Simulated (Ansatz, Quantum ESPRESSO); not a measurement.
# Lattice dynamics of SrBe (Pm-3m) in two programs, part 3 of 4

How does SrBe (Pm-3m) vibrate, and is this structure a minimum?

Quantum ESPRESSO 7.5; DFT LDA, scalar-relativistic, plane waves, GBRV ultrasoft pseudopotentials.

So far. Step 5 (Linear response on the mesh): The acoustic modes at Γ come out as far as 7.6 cm⁻¹ from zero, where they should vanish, a small numerical error. The relaxed cell has a = 3.647 Å (conventional setting).

The structure was built from a prototype and need not be the compound's stable phase.

### Step 7. Dispersion

From the force constants any wavevector is cheap; points of the mesh come back as solved, but for the sum rule and, in polar crystals, the LO-TO term at Γ; the rest is interpolation.

Contents of matdyn.in:

```
&input
   asr = 'crystal'
   flfrc = 'x.fc'
   flfrq = 'x.freq'
   flvec = 'x.modes'
   q_in_band_form = .true.
   q_in_cryst_coord = .true.
/
8
  0.0000000   0.0000000   0.0000000  12  ! GAMMA
  0.0000000   0.5000000   0.0000000  12  ! X
  0.5000000   0.5000000   0.0000000  12  ! M
  0.0000000   0.0000000   0.0000000  12  ! GAMMA
  0.5000000   0.5000000   0.5000000  12  ! R
  0.0000000   0.5000000   0.0000000   1  ! X
  0.5000000   0.5000000   0.5000000  12  ! R
  0.5000000   0.5000000   0.0000000   1  ! M
```

The run is started by

```
$ matdyn.x -in matdyn.in > matdyn.out
```

Numbers of over 12 decimals in the logs are rounded to 6 here.

Output:

```text
[banner, memory and clock lines left out]
Program MATDYN v.7.5

 mass for atomic type   1 not given; uses mass from file x.fc
 mass for atomic type   2 not given; uses mass from file x.fc
 Norm of the difference between old and new effective charges:    0.000000

 Norm of the difference between old and new force-constants:   0.00013316

     Message from routine matdyn:
     Z* not found in file x.fc, TO-LO splitting at q=0 will be absent!
     Message from routine matdyn:
     Z* not found in file x.fc, TO-LO splitting at q=0 will be absent!

Note: The following floating-point exceptions are signalling: IEEE_UNDERFLOW_FLAG
```

The job ended after 0.46 s (1 thread of Arm Neoverse V1, shared host).

Read from the output:

```yaml
lowest_frequency_on_the_path: -56.11 cm⁻¹
```

Matdyn.x, sum rule crystal. Phonon branches along the path, in cm⁻¹:

```
    point  branch 1  branch 2  branch 3  branch 4  branch 5  branch 6
        Γ         0         0         0       304       304       304
  halfway        67        67        70       247       304       304
        X        94        94       126       152       304       304
  halfway        56        89       112       159       233       310
        M       -56       -56        84       166       166       316
  halfway        56        79       106       231       248       307
        Γ         0         0         0       304       304       304
  halfway        86        86       110       230       241       241
        R       111       111       111       136       136       136
  halfway        47       111       115       154       232       238
        X        94        94       126       152       304       304
jump to R       111       111       111       136       136       136
  halfway        52        52       113       158       158       237
        M       -56       -56        84       166       166       316
```

The phonon branches as a text plot (rows in cm⁻¹):

```
    309 |***************************                    **     **
    293 | *      *             **   **                 *
    278 |  *      *           *      **               *       *
    262 |                    *        **             *
    247 |   *      *         *         **            *
    231 |    *              *           *           *        *
    216 |           *      *             *         *        *
    200 |            *      *                     *
    185 |     *          ***              *       *
    169 |            ******                *     *            ***
    153 |      ******                       **  ********** ***
    138 |                                     ***         *
    122 |      *****                        **   ************
    107 |     *     *      **          ****************   *  *
     91 |     ************** *        * **      *      *** *  ***
     76 |   **     *        ***      * *         *
     60 |   *            *  * **    * *           *   *     *
     45 |  *        *      * ****    *             ***       *
     29 | *               *    **  **
     14 |*           **          * *
     -2 |                         *
    -17 |                                                     *
    -33 |               **
    -48 |             ***                                      **
         Γ      X      M          Γ            R        X|R     M
```

Lowest modes at the softest wavevector of the mesh; phase exp(i q.(R + tau)). The modes at q = (0.000, 0.500, 0.500) (shares of kinetic energy by element, %) (negative means imaginary):

| mode | frequency (cm⁻¹) | Be % | Sr % |
| --- | --- | --- | --- |
| 1 | -56.1 | 58 | 42 |
| 2 | -56.1 | 58 | 42 |
| 3 | 83.5 | 0 | 100 |
| 4 | 166.5 | 42 | 58 |
| 5 | 166.5 | 42 | 58 |
| 6 | 316.5 | 100 | 0 |

Displacements in mode 1 (-56.1 cm⁻¹), the largest set to 1, in the home cell:
```
Be1 0.00 1.00 0.00
Sr2 0.00 0.00 0.27
```

Displacements in mode 6 (316.5 cm⁻¹), the largest set to 1, in the home cell:
```
Be1 1.00 0.00 0.00
Sr2 0.00 0.00 0.00
```

Force constants by pair (phonopy on the run's constants); pairs near half the supercell's span include their periodic images. Pair force constants, by row:

```
atom  neighbour  distance (Å)  third of the trace (eV/Å²)  along the pair's line (eV/Å²)
 Be1     itself             0                       1.758                              –
 Be1         Sr         3.158                     -0.3483                        -0.7415
 Be1         Be         3.647                      0.4201                          1.303
 Be1         Be         5.157                     -0.0537                        -0.1119
 Be1         Be         6.316                     -0.0706                        -0.0706
 Sr2     itself             0                       3.928                              –
 Sr2         Be         3.158                     -0.3483                        -0.7415
 Sr2         Sr         3.647                     -0.4319                         -1.237
 Sr2         Sr         5.157                      0.1421                         0.1642
 Sr2         Sr         6.316                     -0.2715                        -0.2715
```

Mode patterns, pair constants, displacements and means over the zone were worked out by phonopy from the force constants of q2r.x.

The path dips to 56i cm⁻¹.

### Step 8. Density of states

Sums over the zone need many more wavevectors than were solved, so the interpolation is sampled on a dense mesh.

Contents of matdyn.in:

```
&input
   asr = 'crystal'
   flfrc = 'x.fc'
   dos = .true.
   fldos = 'x.dos'
   nk1 = 12
   nk2 = 12
   nk3 = 12
   deltaE = 1.0
/
```

The run is started by

```
$ matdyn.x -in matdyn.in > matdyn.out
```

Output:

```text
[banner, memory and clock lines left out]
Program MATDYN v.7.5

 mass for atomic type   1 not given; uses mass from file x.fc
 mass for atomic type   2 not given; uses mass from file x.fc
 Norm of the difference between old and new effective charges:    0.000000

 Norm of the difference between old and new force-constants:   0.00013316

     Message from routine matdyn:
     Z* not found in file x.fc, TO-LO splitting at q=0 will be absent!

Note: The following floating-point exceptions are signalling: IEEE_UNDERFLOW_FLAG
```

Wall time 2 s (1 thread).

This step gave:

```yaml
share_of_modes_beyond_3i_cm_minus1_on_the_dense_interpolated_mesh: 0.0082
```

The phonon density of states has structure finer than the step of the table below, so its rows give means over 10 cm⁻¹, whole bins alone (the curve runs from -56.1 to 316 cm⁻¹). Peaks (cm⁻¹: height): total 65.9: 0.0381, 87.9: 0.0557, 113.9: 0.0745, 165.9: 0.0500, 303.9: 0.0510; Be 61.9: 0.00861, 165.9: 0.0295, 303.9: 0.0495; Sr 87.9: 0.0515, 113.9: 0.0718, 165.9: 0.0206.

Tetrahedra. Table of phonon density of states by wavenumber; means over each step; values in 1/cm⁻¹/cell:

| wavenumber (cm⁻¹) | total | Be | Sr |
| --- | --- | --- | --- |
| -50 | 4.1e-4 | 2.4e-4 | 1.8e-4 |
| -40 | 8.4e-4 | 4.7e-4 | 3.7e-4 |
| -30 | 9.0e-4 | 4.9e-4 | 4.1e-4 |
| -20 | 0.00107 | 5.7e-4 | 5.0e-4 |
| -10 | 0.00126 | 6.6e-4 | 6.0e-4 |
| 0 | 0.00148 | 7.6e-4 | 7.3e-4 |
| 10 | 0.00191 | 9.2e-4 | 9.9e-4 |
| 20 | 0.00273 | 0.00118 | 0.00155 |
| 30 | 0.00490 | 0.00166 | 0.00324 |
| 40 | 0.00876 | 0.00257 | 0.00620 |
| 50 | 0.0171 | 0.00473 | 0.0124 |
| 60 | 0.0340 | 0.00803 | 0.0260 |
| 70 | 0.0331 | 0.00680 | 0.0263 |
| 80 | 0.0301 | 0.00454 | 0.0256 |
| 90 | 0.0516 | 0.00415 | 0.0474 |
| 100 | 0.0374 | 0.00394 | 0.0334 |
| 110 | 0.0467 | 0.00296 | 0.0437 |
| 120 | 0.0221 | 8.8e-4 | 0.0212 |
| 130 | 0.00198 | 1.4e-4 | 0.00183 |
| 140 | 0.00173 | 9.8e-4 | 7.5e-4 |
| 150 | 0.00592 | 0.00286 | 0.00306 |
| 160 | 0.0321 | 0.0187 | 0.0134 |
| 170 | 0.0257 | 0.0165 | 0.00918 |
| 180 | 0.0158 | 0.0118 | 0.00399 |
| 190 | 0.0162 | 0.0132 | 0.00304 |
| 200 | 0.0127 | 0.0107 | 0.00208 |
| 210 | 0.0114 | 0.00985 | 0.00155 |
| 220 | 0.0114 | 0.0101 | 0.00129 |
| 230 | 0.0120 | 0.0110 | 0.00104 |
| 240 | 0.0142 | 0.0131 | 0.00103 |
| 250 | 0.0127 | 0.0118 | 8.3e-4 |
| 260 | 0.0127 | 0.0120 | 7.1e-4 |
| 270 | 0.0153 | 0.0146 | 6.7e-4 |
| 280 | 0.0195 | 0.0187 | 8.0e-4 |
| 290 | 0.0194 | 0.0187 | 6.4e-4 |
| 300 | 0.0419 | 0.0406 | 0.00129 |
| 310 | 0.0178 | 0.0177 | 1.8e-4 |

### Step 9. Zone-centre analysis

A rigid shift of the crystal must cost nothing, but grids and finite bases break this; the acoustic sum rule is imposed before the matrix is diagonalised again.

Contents of dynmat.in:

```
&input
   fildyn = 'x.dyn1'
   asr = 'simple'
   fileig = 'dynmat.eig'
/
```

The run is started by

```
$ dynmat.x -in dynmat.in > dynmat.out
```

Output:

```text
[banner, memory and clock lines left out]
Program DYNMAT v.7.5

     Reading Dynamical Matrix from file x.dyn1
     ...Force constants read
     ...epsilon and Z* not read (not found on file)
     A direction for q was not specified:TO-LO splitting will be absent

     Polarizability (A^3 units)
     multiply by 1.000000 for Clausius-Mossotti correction
         0.000000    0.000000    0.000000
         0.000000    0.000000    0.000000
         0.000000    0.000000    0.000000

     IR activities are in (D/A)^2/amu units

# mode   [cm-1]    [THz]      IR
    1     -0.00   -0.0000    0.0000
    2     -0.00   -0.0000    0.0000
    3      0.00    0.0000    0.0000
    4    304.79    9.1374    0.0000
    5    304.79    9.1374    0.0000
    6    304.79    9.1374    0.0000
```

The job ended after 0.45 s (1 thread).

Read from the output:

| Quantity | Value |
| --- | --- |
| highest optical zone-centre mode (no LO-TO term) | 304.8 cm⁻¹ |
| lowest optical zone-centre mode | 304.8 cm⁻¹ |

Unit eigenvectors of the mass-weighted matrix after the sum rule; no LO-TO term. The modes at Γ (shares of kinetic energy by element, %):

```
mode  frequency (cm⁻¹)  symmetry  Be %  Sr %
   1               0.0  acoustic     9    91
   2               0.0  acoustic     9    91
   3               0.0  acoustic     9    91
   4             304.8       T1u    91     9
   5             304.8       T1u    91     9
   6             304.8       T1u    91     9
```

Displacements in mode 6 (304.8 cm⁻¹), the largest set to 1:
```
Be1  0.00  1.00  0.00
Sr2  0.00 -0.10  0.00
```

The rule also moves an optical mode by 0.5 cm⁻¹.

### Step 10. Sum rules set otherwise (asr crystal)

The rule can be imposed in more than one way; the choices should agree where the raw error is small.

Contents of dynmat.in:

```
&input
   fildyn = 'x.dyn1'
   asr = 'crystal'
   fileig = 'dynmat.eig'
/
```

The run is started by

```
$ dynmat.x -in dynmat.in > dynmat.out
```

Output:

```text
[banner, memory and clock lines left out]
Program DYNMAT v.7.5

     Reading Dynamical Matrix from file x.dyn1
     ...Force constants read
     ...epsilon and Z* not read (not found on file)
     Acoustic Sum Rule: || Z*(ASR) - Z*(orig)|| =    0.000000E+00
     Acoustic Sum Rule: ||dyn(ASR) - dyn(orig)||=    3.766335E-04
     A direction for q was not specified:TO-LO splitting will be absent

     Polarizability (A^3 units)
     multiply by 1.000000 for Clausius-Mossotti correction
         0.000000    0.000000    0.000000
         0.000000    0.000000    0.000000
         0.000000    0.000000    0.000000

     IR activities are in (D/A)^2/amu units

# mode   [cm-1]    [THz]      IR
    1      0.00    0.0000    0.0000
    2      0.00    0.0000    0.0000
    3      0.00    0.0000    0.0000
    4    304.51    9.1290    0.0000
    5    304.51    9.1290    0.0000
    6    304.51    9.1290    0.0000
```

Run time: 0.45 s. Hardware: 1 thread.

This step gave:

```yaml
highest_optical_zone_centre_mode_no_lo_to_term: 304.5 cm⁻¹
lowest_optical_zone_centre_mode: 304.5 cm⁻¹
```

Zone-centre frequencies as printed; negative means imaginary. Modes:

```csv
mode,frequency (cm⁻¹)
1,0
2,0
3,0
4,304.5
5,304.5
6,304.5
```

Against the first rule no mode moves by more than 0.3 cm⁻¹.

### Step 11. Sum rules set otherwise: a sum rule for molecules or wires on a crystal

This rule also removes rotations, which suits molecules and not a crystal; it is tried to see the harm.

Contents of dynmat.in:

```
&input
   fildyn = 'x.dyn1'
   asr = 'zero-dim'
   fileig = 'dynmat.eig'
/
```

The run is started by

```
$ dynmat.x -in dynmat.in > dynmat.out
```

Output:

```text
[banner, memory and clock lines left out]
Program DYNMAT v.7.5

     Reading Dynamical Matrix from file x.dyn1
     ...Force constants read
     ...epsilon and Z* not read (not found on file)
     Acoustic Sum Rule: || Z*(ASR) - Z*(orig)|| =    0.000000E+00
     Acoustic Sum Rule: ||dyn(ASR) - dyn(orig)||=    1.622113E-01
     A direction for q was not specified:TO-LO splitting will be absent

     Polarizability (A^3 units)
     multiply by 1.000000 for Clausius-Mossotti correction
         0.000000    0.000000    0.000000
         0.000000    0.000000    0.000000
         0.000000    0.000000    0.000000

     IR activities are in (D/A)^2/amu units

# mode   [cm-1]    [THz]      IR
    1     -0.00   -0.0000    0.0000
    2     -0.00   -0.0000    0.0000
    3     -0.00   -0.0000    0.0000
    4      0.00    0.0000    0.0000
    5      0.00    0.0000    0.0000
    6    304.51    9.1290    0.0000
```

Wall time 0.45 s (1 thread).

The program raised no error, yet the settings are not those of a careful run.

The fault: a sum rule for molecules or wires on a crystal; 2 optical modes are projected out to zero frequency, as if they were rotations.

For a crystal the rule has to be 'simple' or 'crystal'.

Zone-centre frequencies as printed; negative means imaginary. Modes:

```
mode  frequency (cm⁻¹)
   1                 0
   2                 0
   3                 0
   4                 0
   5                 0
   6             304.5
```

### Step 12. The dispersion under another sum rule (asr no)

The sum rule corrects the force constants themselves, so it can shift branches at any wavevector, low ones most.

Contents of matdyn.in:

```
&input
   asr = 'no'
   flfrc = 'x.fc'
   flfrq = 'x.freq'
   flvec = 'x.modes'
   q_in_band_form = .true.
   q_in_cryst_coord = .true.
/
8
  0.0000000   0.0000000   0.0000000   8  ! GAMMA
  0.0000000   0.5000000   0.0000000   8  ! X
  0.5000000   0.5000000   0.0000000   8  ! M
  0.0000000   0.0000000   0.0000000   8  ! GAMMA
  0.5000000   0.5000000   0.5000000   8  ! R
  0.0000000   0.5000000   0.0000000   1  ! X
  0.5000000   0.5000000   0.5000000   8  ! R
  0.5000000   0.5000000   0.0000000   1  ! M
```

The run is started by

```
$ matdyn.x -in matdyn.in > matdyn.out
```

Output:

```text
[banner, memory and clock lines left out]
Program MATDYN v.7.5

 mass for atomic type   1 not given; uses mass from file x.fc
 mass for atomic type   2 not given; uses mass from file x.fc
     Message from routine matdyn:
     Z* not found in file x.fc, TO-LO splitting at q=0 will be absent!
     Message from routine matdyn:
     Z* not found in file x.fc, TO-LO splitting at q=0 will be absent!

Note: The following floating-point exceptions are signalling: IEEE_UNDERFLOW_FLAG
```

It took 0.46 s on 1 thread.

At the labelled points the branches move by no more than 7.7 cm⁻¹.

### Step 13. A changed mass

Force constants don't depend on the masses, so an isotope effect costs no new response.

Contents of matdyn.in:

```
&input
   asr = 'crystal'
   flfrc = 'x.fc'
   flfrq = 'x.freq'
   flvec = 'x.modes'
   q_in_band_form = .true.
   q_in_cryst_coord = .true.
   amass(1) = 18.024
   amass(2) = 87.62
/
8
  0.0000000   0.0000000   0.0000000   8  ! GAMMA
  0.0000000   0.5000000   0.0000000   8  ! X
  0.5000000   0.5000000   0.0000000   8  ! M
  0.0000000   0.0000000   0.0000000   8  ! GAMMA
  0.5000000   0.5000000   0.5000000   8  ! R
  0.0000000   0.5000000   0.0000000   1  ! X
  0.5000000   0.5000000   0.5000000   8  ! R
  0.5000000   0.5000000   0.0000000   1  ! M
```

The run is started by

```
$ matdyn.x -in matdyn.in > matdyn.out
```

Output:

```text
[banner, memory and clock lines left out]
Program MATDYN v.7.5

 Norm of the difference between old and new effective charges:    0.000000

 Norm of the difference between old and new force-constants:   0.00013316

     Message from routine matdyn:
     Z* not found in file x.fc, TO-LO splitting at q=0 will be absent!
     Message from routine matdyn:
     Z* not found in file x.fc, TO-LO splitting at q=0 will be absent!

Note: The following floating-point exceptions are signalling: IEEE_UNDERFLOW_FLAG
```

Run time: 0.46 s. Hardware: 1 thread.

Read from the output:

```
lowest frequency on the path : -44.81 cm⁻¹
```

Matdyn.x, sum rule crystal. Phonon branches along the path, in cm⁻¹:

```csv
point,branch 1,branch 2,branch 3,branch 4,branch 5,branch 6
Γ,0,0,0,225,225,225
halfway,65,65,65,187,221,221
X,94,94,108,126,215,215
halfway,47,89,107,134,172,220
M,-45,-45,84,147,147,224
halfway,52,78,105,165,189,220
Γ,0,0,0,225,225,225
halfway,81,81,110,163,179,179
R,78,78,78,136,136,136
halfway,39,110,111,133,164,175
X,94,94,108,126,215,215
jump to R,78,78,78,136,136,136
halfway,40,40,113,143,143,168
M,-45,-45,84,147,147,224
```

The phonon branches as a text plot (rows in cm⁻¹):

```
    219 |*****************************                   *      *
    208 |        *            **     *                ***      *
    197 |  *      *           *       **             ***
    186 |   *      *        **        **             *        *
    174 |    *      *      *            **          *
    163 |                 * **          **        ***        *
    152 |     *      *****                *                    **
    141 |            *  ****               *********      *****
    130 |      *** **                        *  **  **  ****
    118 |         **       *                      ** ****   *
    107 |       **  *       **          ***      *****   * * **
     96 |     ******                  **  ***    *    ****     *
     85 |     *  *  ********  *         ** ***  *       * *     *
     73 |    *    *         **       *        ***         **
     62 |   *      *          **      **         *    **    *
     51 |  *        **     *** *     *            ** *
     40 | *                   *    **               *        *
     28 |                 *    *** **
     17 |*              **      **                            *
      6 |
     -5 |                         *
    -17 |
    -28 |            ** **                                     *
    -39 |             **                                        *
         Γ      X      M          Γ            R        X|R     M
```

The top of the path falls from 316 to 225 cm⁻¹, a ratio of 0.71; a mode of that atom alone would give 0.71.

(Continued in part 4 of 4.)

[Host names and launcher messages were left out of these logs when they were recorded.]

[Logs are printed without paths, hosts, clocks, repeated set-up lines and the standing remarks that a program may print on its own settings, such as how far it seeks lower states.]

[Hosts, paths, dates, database ids (printed as entryN), source tags and the programs' standing remarks are cut or masked in the printed files.]
